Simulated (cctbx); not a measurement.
## What is wrong with this refinement?

Cell a = 6.1080 Å, b = 6.1080 Å, c = 11.6250 Å, α = 90.00°, β = 90.00°, γ = 90.00°; space group I-4 (no. 82). The compound is ZnInGaAgS4.

The data are simulated with cctbx, not measured: Cu Kα, λ = 1.54184 Å, to d = 0.83 Å, 80 % of the full sphere, strongest reflection 5000 counts, noise from counting, a 3 % proportional error and a noise floor of 8 counts (s.d.); no absorption, and some extinction, which the refinements don't model.

An anisotropic refinement with weights 1/σ² prints:

```text
Rint 0.040, 402 unique reflections to 0.83 A
cycle     R1     wR2    GooF  max shift (A)
   1  0.0778  0.1465   3.126   0.01013
   6  0.0412  0.0891   1.900   0.00020
final R1 0.0412 wR2 0.0891 GooF 1.900  parameters 17  data/parameter 23.6
atom        x        y        z      Ueq    occ   su(xyz)  su(Uiso or U11)
In1    0.50000  0.50000  0.00000   0.0024  1.000  0.00000  0.0013
Ag1    0.50000  0.00000  0.25000   0.0032  1.000  0.00000  0.0016
Ga1    0.00000  0.50000  0.25000   0.0133  1.000  0.00000  0.0030
Zn1    0.00000  0.00000  0.00000   0.0197  1.000  0.00000  0.0029
S1     0.22395  0.75966  0.12598   0.0086  1.000  0.00173  0.0023
difference map: max 1.11 min -2.08 rms 0.29
Q1    0.0000  0.0000  0.5000    2    1.11  0.00 A from In1
Q2    0.0247  0.1032  0.7055    8    0.78  2.27 A from S1
Q3    0.0818  0.7781  0.5626    8    0.76  1.42 A from S1
Q4    0.0000  0.0000  0.1046    4    0.68  1.22 A from Zn1
Q5    0.1754  0.2752  0.9835    8    0.65  1.37 A from S1
Q6    0.0755  0.8158  0.8696    8    0.63  1.94 A from Zn1
```

**Question.** Can this result stand? If not, what is the likely fault?

Mend it. The fault: dispersion terms of the wrong wavelength (0.71073 Å). Against the right model at the same level, R1 goes from 0.0209 to 0.0412 and GooF from 0.98 to 1.90, U of Zn1 swells from 0.0083 to 0.0197 Å² and a hole of -2.1 e/Å³ opens. f′ and f″ must be those of the data's wavelength; the error mimics a mistyped heavy atom. The signs are weak, and the output alone doesn't single this fault out.

The compound is ZnInGaAgS4. The right model at the same level gives:

```text
Rint 0.040, 402 unique reflections to 0.83 A
cycle     R1     wR2    GooF  max shift (A)
   1  0.0210  0.0466   0.994   0.00095
   8  0.0209  0.0461   0.983   0.00085
final R1 0.0209 wR2 0.0461 GooF 0.983  parameters 17  data/parameter 23.6
atom        x        y        z      Ueq    occ   su(xyz)  su(Uiso or U11)
In1    0.50000  0.50000  0.00000   0.0048  1.000  0.00000  0.0005
Ag1    0.50000  0.00000  0.25000   0.0053  1.000  0.00000  0.0006
Ga1    0.00000  0.50000  0.25000   0.0088  1.000  0.00000  0.0010
Zn1    0.00000  0.00000  0.00000   0.0083  1.000  0.00000  0.0010
S1     0.22316  0.75850  0.12601   0.0085  1.000  0.00063  0.0011
Flack x: 0.023(19)
Hooft y: 0.024(21)  Bijvoet pairs: 186
difference map: max 0.70 min -0.80 rms 0.20
Q1    0.0156  0.1145  0.2322    8    0.74  2.06 A from S1
Q2    0.0251  0.1061  0.7091    8    0.73  2.28 A from S1
Q3    0.0862  0.8145  0.8724    8    0.63  1.94 A from Zn1
Q4    0.1317  0.3764  0.7522    8    0.57  1.10 A from Ag1
Q5    0.1732  0.2771  0.9832    8    0.53  1.38 A from S1
Q6    0.0225  0.2885  0.4016    8    0.50  1.48 A from S1
```

Isotropic U is held between 0.0001 and 1 Å² by the program, and listed peak heights are interpolated, so they can pass the grid's maximum.

The model was made for the exercise: a known structure type with other elements put in, its volume estimated, not relaxed; displacement parameters are assumed.

[Middle refinement cycles are left out of these outputs.]

[Logs are printed without paths, hosts, clocks, repeated set-up lines and the standing remarks that a program may print on its own settings, such as how far it seeks lower states.]
